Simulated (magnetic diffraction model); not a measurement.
**DyCo₂SiB below its ordering temperature**

Space group Cmcm (no. 63), a = 3.7070 Å, b = 10.6180 Å, c = 6.7270 Å.

| site | atom | x | y | z |
| --- | --- | --- | --- | --- |
| 4c | Dy | 1/2 | 0.4508 | 1/4 |
| 8f | Co | 1/2 | 0.1636 | 0.4446 |
| 4c | Si | 1/2 | 0.2712 | 3/4 |
| 4b | B | 1/2 | 0 | 1/2 |

The compound is invented for this exercise: a known structure type with other elements, its cell scaled to their sizes and not relaxed.

Only Dy and Co are taken to order (form factors of Dy3+ and Co2+); orders and moment sizes are assumed, and not adapted to the symmetry. Radiation: neutrons of λ = 2.567 Å (absorption by B and Dy left out), 8° to 90°; isotropic B of 0.1 Å² (Dy), 0.17 Å² (Co), 0.2 Å² (Si) and 0.18 Å² (B). The intensities are simulated: I ∝ L Σ (|F_N|² + |F_M⊥|²) for unpolarised neutrons, with F_M = 2.695 fm/μB × Σ f(s) S exp(2πi Q·r) exp(−B s²) at Q = H ± k (one set where k and −k are equivalent), only the part normal to Q counting and L = 1/(sin²θ cos θ). For collinear order S is the moment m, which repeats by lattice and centring translations R with the sign exp(−2πi k·R). Form factors are spin-only for 3d ions and dipole or tabulated for f ions, scattering lengths are Sears's of 1992, and absorption is left out. A label names one of the reflections at its angle. The strongest nuclear line in the range is 100, and lines under 0.2 are left out.

Above the ordering temperature:

```tsv
2θ (°)	index	I
27.98	(0 2 0)	30.0
35.88	(0 2 1)	12.0
43.03	(1 1 0)	12.9
44.87	(0 0 2)	11.1
48.84	(1 1 1)	1.7
53.71	(0 2 2)	4.5
57.83	(0 4 0)	6.8
60.18	(1 3 0)	6.5
62.64	(0 4 1)	34.1
63.91	(1 1 2)	100.0
64.89	(1 3 1)	52.0
76.04	(0 4 2)	2.5
76.83	(0 2 3)	10.7
78.11	(1 3 2)	13.5
85.66	(1 1 3)	0.8
87.65	(2 0 0)	29.2
88.30	(1 5 0)	1.1
```

Below it (cell unchanged):

| 2θ (°) | I |
| --- | --- |
| 22.00 | 2.0 |
| 27.98 | 65.8 |
| 35.88 | 29.0 |
| 43.03 | 16.9 |
| 44.87 | 26.6 |
| 48.84 | 3.2 |
| 53.71 | 20.7 |
| 57.83 | 9.1 |
| 60.18 | 9.6 |
| 62.64 | 48.0 |
| 63.91 | 116.7 |
| 64.89 | 63.1 |
| 69.83 | 0.8 |
| 76.04 | 4.3 |
| 76.83 | 14.4 |
| 78.11 | 18.4 |
| 85.66 | 2.3 |
| 87.65 | 29.2 |
| 88.30 | 1.9 |

**Question.** Find the propagation vector, then choose among these models:
A. collinear moments along [100], 5.8 μB on Dy and 1.51 μB on Co; signs + at (1/2, 0.4508, 1/4), + at (0, 0.0492, 3/4), + at (1/2, 0.1636, 0.4446), + at (1/2, 0.1636, 0.0554), − at (0, 0.3364, 0.5554), − at (0, 0.3364, 0.9446)
B. collinear moments along [110], 5.8 μB on Dy and 1.51 μB on Co; signs + at (1/2, 0.4508, 1/4), − at (0, 0.0492, 3/4), + at (1/2, 0.1636, 0.4446), + at (1/2, 0.1636, 0.0554), + at (0, 0.3364, 0.5554), + at (0, 0.3364, 0.9446)
C. collinear moments along [100], 5.8 μB on Dy and 1.51 μB on Co; signs + at (1/2, 0.4508, 1/4), − at (0, 0.0492, 3/4), + at (1/2, 0.1636, 0.4446), + at (1/2, 0.1636, 0.0554), + at (0, 0.3364, 0.5554), + at (0, 0.3364, 0.9446)
D. collinear moments along [110], 5.8 μB on Dy and 1.51 μB on Co; signs + at (1/2, 0.4508, 1/4), + at (0, 0.0492, 3/4), + at (1/2, 0.1636, 0.4446), + at (1/2, 0.1636, 0.0554), − at (0, 0.3364, 0.5554), − at (0, 0.3364, 0.9446)

No line moves, and magnetic intensity falls on nuclear lines such as the one at 27.98°; new lines at (0 0 1) and (0 0 3) have whole indices that obey the lattice centring, at places with no nuclear intensity to speak of, so the magnetic cell equals the chemical primitive cell: k = 0.

Magnetic intensity, observed (below minus above) and for each model:

| 2θ (°) | index | observed | A | B | C | D |
| --- | --- | --- | --- | --- | --- | --- |
| 22.00 | (0 0 1) | 2.0 | 2.0 | 68.1 | 68.1 | 2.0 |
| 27.98 | (0 2 0) | 35.8 | 35.8 | 1.8 | 16.2 | 3.9 |
| 35.88 | (0 2 1) | 17.0 | 17.0 | 15.4 | 34.1 | 7.7 |
| 43.03 | (1 1 0) | 4.0 | 4.0 | 4.2 | 0.6 | 29.4 |
| 44.87 | (0 0 2) | 15.6 | 15.6 | 2.0 | 2.0 | 15.6 |
| 48.84 | (1 1 1) | 1.5 | 1.5 | 40.9 | 14.4 | 4.4 |
| 63.91 | (1 1 2) | 16.7 | 16.7 | 3.3 | 2.1 | 26.5 |
| 85.66 | (1 1 3) | 1.5 | 1.5 | 15.5 | 12.1 | 1.9 |

Model A matches.

The structure used: k = (0 0 0), collinear moments along [100], 5.8 μB on Dy and 1.51 μB on Co; signs + at (1/2, 0.4508, 1/4), + at (0, 0.0492, 3/4), + at (1/2, 0.1636, 0.4446), + at (1/2, 0.1636, 0.0554), − at (0, 0.3364, 0.5554), − at (0, 0.3364, 0.9446).

[Logs are printed without paths, hosts, clocks, repeated set-up lines and the standing remarks that a program may print on its own settings, such as how far it seeks lower states.]
